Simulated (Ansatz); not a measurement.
# CO on Zr(0001), hcp start, 2x2 cell: work function, bands and core levels, part 3 of 3

What would XPS and UPS show for CO on Zr(0001), hcp start, 2x2 cell?

Ansatz 0.2.0; DFT, PBE, plane-wave PAW, default files, scalar-relativistic.

So far, work function, upper face (eV): step 2 (the clean face) 4.16; step 3 (relaxation) 4.27; step 4 (layer-resolved bands, DOS and potential) 4.27.

## Step 5: Core holes

XPS shifts tell sites apart. Each chosen atom gets a core hole in a self-consistent pass of its own.

Contents of input.yaml:

```yaml
crystal:
  lattice:
    - [6.46, 0.0, 0.0]
    - [3.23, 5.5945241084, 0.0]
    - [0.0, 0.0, 25.065]
  atoms:
    - { symbol: O_h, position: [0.1944777998, 0.1944557861, 0.658481294] }
    - { symbol: C_h, position: [0.3185280016, 0.3184934014, 0.6540588948] }
    - { symbol: Zr_h, position: [0.0167763631, 0.0167643233, 0.6119124771] }
    - { symbol: Zr, position: [0.5194782875, -0.0096478126, 0.6050814314] }
    - { symbol: Zr, position: [-0.0095752166, 0.5194467129, 0.6050774464] }
    - { symbol: Zr_h, position: [0.4866835931, 0.4866647752, 0.6147016064] }
    - { symbol: Zr, position: [0.8214682617, 0.3347678184, 0.5102668166] }
    - { symbol: Zr, position: [0.3269460181, 0.326963692, 0.5045630592] }
    - { symbol: Zr, position: [0.8400048077, 0.8400196062, 0.5058927222] }
    - { symbol: Zr, position: [0.3347529481, 0.821402481, 0.5102741817] }
    - { symbol: Zr_h, position: [0.0, 0.0, 0.40235388] }
    - { symbol: Zr, position: [0.5, 0.0, 0.40235388] }
    - { symbol: Zr, position: [0.0, 0.5, 0.40235388] }
    - { symbol: Zr, position: [0.5, 0.5, 0.40235388] }
    - { symbol: Zr, position: [0.833333333, 0.333333333, 0.299222023] }
    - { symbol: Zr, position: [0.333333333, 0.333333333, 0.299222023] }
    - { symbol: Zr, position: [0.833333333, 0.833333333, 0.299222023] }
    - { symbol: Zr, position: [0.333333333, 0.833333333, 0.299222023] }
kpoints:
  mp_grid: { grid: [6, 6, 1] }
scf:
  occupations: { method: fermi_dirac, width: 0.05 }
  n_extra_bands: 14
hamiltonian:
  xc: pbe
  pseudopotentials: { kind: paw }
output:
  forces: true
  write_potential: true
  volumetric_format: []
  core_levels:
    shells: { O_h: "1s", C_h: "1s", Zr_h: "3d" }
    counted_from: fermi_level
    add_spin: always
efield:
  axis: 3
  dipole_correction: true
```

Started as:

```
ansatz run input.yaml --threads 8 --pin off --max-ram 20480MiB --backend cpu --events-out ev --progress --plain --runs-dir out
```

Run time: 17 min. Hardware: 8 threads of Arm Neoverse V1, shared host; peak memory 5.7 GiB.

Each level is the free energy with the hole less that without it. The electron goes to the Fermi level, so the difference is a binding energy from E_F. The hole's nearest image is 6.5 Å away.

```csv
atom,region,shell,level (eV),shift (eV),"potential at nucleus, shift (V)",j lines (eV),doubts
O1,adsorbate,1s,531.18,-,+0.00,-,-
C2,adsorbate,1s,282.67,-,+0.00,-,-
Zr3,layer 1,3d,178.24,+0.37,+0.54,179.67 / 177.28,-
Zr6,layer 1,3d,178.10,+0.23,+0.22,179.53 / 177.14,-
Zr11,layer 3,3d,177.87,+0.00,+0.00,179.30 / 176.91,-
```

Levels of p, d and f shells are means over their two j lines, weighted by degeneracy; the splitting comes from the atom's own solve. Shifts count from the last listed atom of each element. A higher potential at the nucleus binds core electrons more tightly, so that column is a rough initial-state shift.

The Zr 3d lines of the listed atoms alone (other atoms of the cell aren't counted), as Gaussians 0.5 eV wide, no depth weighting. Table of intensity by Zr 3d level; read off at these points:

```csv
Zr 3d level (eV),intensity (%)
176.00,0.00418
176.20,0.154
176.40,2.38
176.60,16.1
176.80,51.4
177.00,90.1
177.12,99.9
177.20,97.0
177.40,59.9
177.60,18.4
177.80,2.58
178.00,0.158
178.20,0.00415
178.40,0.00392
178.60,0.135
178.80,1.94
179.00,12.2
179.20,36.7
179.40,61.6
179.51,66.7
179.60,63.6
179.80,37.1
180.00,10.7
180.20,1.39
180.40,0.0789
180.60,0.00193
```

## Step 6: Other settings

This step: DFT, PBE, plane-wave PAW, default files, scalar-relativistic; changed: scf.algorithm = "direct_min", hamiltonian.hubbard = {"sites": [{"species": "Zr", "l": "d", "u_eff": 6.0}], "double_counting": "amf"} (Ansatz 0.2.0).

Other settings are tried.

Contents of input.yaml:

```yaml
crystal:
  lattice:
    - [6.46, 0.0, 0.0]
    - [3.23, 5.5945241084, 0.0]
    - [0.0, 0.0, 25.065]
  atoms:
    - { symbol: O, position: [0.1944777998, 0.1944557861, 0.658481294] }
    - { symbol: C, position: [0.3185280016, 0.3184934014, 0.6540588948] }
    - { symbol: Zr, position: [0.0167763631, 0.0167643233, 0.6119124771] }
    - { symbol: Zr, position: [0.5194782875, -0.0096478126, 0.6050814314] }
    - { symbol: Zr, position: [-0.0095752166, 0.5194467129, 0.6050774464] }
    - { symbol: Zr, position: [0.4866835931, 0.4866647752, 0.6147016064] }
    - { symbol: Zr, position: [0.8214682617, 0.3347678184, 0.5102668166] }
    - { symbol: Zr, position: [0.3269460181, 0.326963692, 0.5045630592] }
    - { symbol: Zr, position: [0.8400048077, 0.8400196062, 0.5058927222] }
    - { symbol: Zr, position: [0.3347529481, 0.821402481, 0.5102741817] }
    - { symbol: Zr, position: [0.0, 0.0, 0.40235388] }
    - { symbol: Zr, position: [0.5, 0.0, 0.40235388] }
    - { symbol: Zr, position: [0.0, 0.5, 0.40235388] }
    - { symbol: Zr, position: [0.5, 0.5, 0.40235388] }
    - { symbol: Zr, position: [0.833333333, 0.333333333, 0.299222023] }
    - { symbol: Zr, position: [0.333333333, 0.333333333, 0.299222023] }
    - { symbol: Zr, position: [0.833333333, 0.833333333, 0.299222023] }
    - { symbol: Zr, position: [0.333333333, 0.833333333, 0.299222023] }
kpoints:
  mp_grid: { grid: [6, 6, 1] }
scf:
  occupations: { method: fermi_dirac, width: 0.05 }
  n_extra_bands: 24
  algorithm: direct_min
hamiltonian:
  xc: pbe
  pseudopotentials: { kind: paw }
  hubbard: { sites: [{ species: Zr, l: d, u_eff: 6.0 }], double_counting: amf }
output:
  forces: true
  write_potential: true
  volumetric_format: []
  dos:
    projected:
      site_lists:
        adsorbate: [0, 1]
        layer_1: [2, 3, 4, 5]
        layer_2: [6, 7, 8, 9]
        layer_3: [10, 11, 12, 13]
        other_layers: [14, 15, 16, 17]
    de: 0.05
    e_range: [-30, 12]
    method: { smearing: { sigma: 0.15, scheme: gaussian } }
efield:
  axis: 3
  dipole_correction: true
```

Elapsed: 12 min, on 8 threads; peak memory 8.8 GiB.

Residual by cycle:

cycle, log10 residual and a bar from the least value:
```
        1        2.2 ###########################
        2        2.4 ############################
        3        1.3 ###################
        4       -0.6 
        5        2.5 ##############################
        6       -0.1 #####
        7        1.2 #################
        8       -0.6
```

The run was cut off at its time limit.

After 8 cycles the residual stands at 0.26.

The program's message: “Error: SIGTERM received: cancelled by the caller after 8 completed SCF iterations”

## Step 7: Summary of results

| Quantity | Value |
| --- | --- |
| work function | 4.27 eV (other face 4.22 eV) |
| change from the clean face | +0.11 eV |
| Zr 4d centre of the filled part above −10 eV, from the plotted curve, layer 3 | -1.39 eV |
| Zr 4d centre of the filled part above −10 eV, from the plotted curve, layer 1 | -1.65 eV |
| Zr core shifts among the listed atoms, from the last listed one | +0.00 to +0.37 eV |

The Fermi level of CO on Zr(0001), hcp start, 2x2 cell lies 4.27 eV (other face 4.22 eV) below the vacuum, a change of +0.11 eV from the clean face. Only the strongest levels a point were stored, too few to count surface states. After relaxation C2 stands 1.12 Å above the top layer, bonded to 3 Zr atoms at 2.12 to 2.22 Å. The bare lower face differs from the lower face of the clean 1×1 slab by 0.04 eV, a measure of the error from mesh and slab. Core shifts: Zr +0.00 to +0.37 eV. Among the sites run, the most bound Zr 3d level is that of Zr3 (layer 1), bonded to 9 Zr and 1 O; the least bound, 0.37 eV shallower, that of Zr11 (layer 3), bonded to 12 Zr. At 21.2 eV the valence spectrum has its highest listed peaks within 10.8 eV at 0.8 eV (Zr 4d) and 1.9 eV (Zr 4d). At 1486.7 eV the valence spectrum has its highest listed peaks within 13 eV at 0.8 eV (Zr 4d) and 1.9 eV (Zr 4d), and the deeper Zr 4p line at 26.8 eV is higher still (without the spin–orbit splitting that a measurement shows). The shell named is the one with most of the intensity, cross sections included, not always the one with most states there. The slab's own atoms span 7.9 Å, so bulk bands appear as a few quantum-well levels, and states of the two faces can mix. The program warns of density or levels in the vacuum in some of these runs, so vacuum levels and energy differences can be a little off.

[Logs are printed without paths, hosts, clocks, repeated set-up lines and the standing remarks that a program may print on its own settings, such as how far it seeks lower states.]

[Hosts, paths, dates, database ids (printed as entryN), source tags and the programs' standing remarks are cut or masked in the printed files.]

[Maps of the electrostatic potential energy from Ansatz leave out the sawtooth potential of an applied field or a dipole correction, so their vacuum need not be flat; work functions include it.]
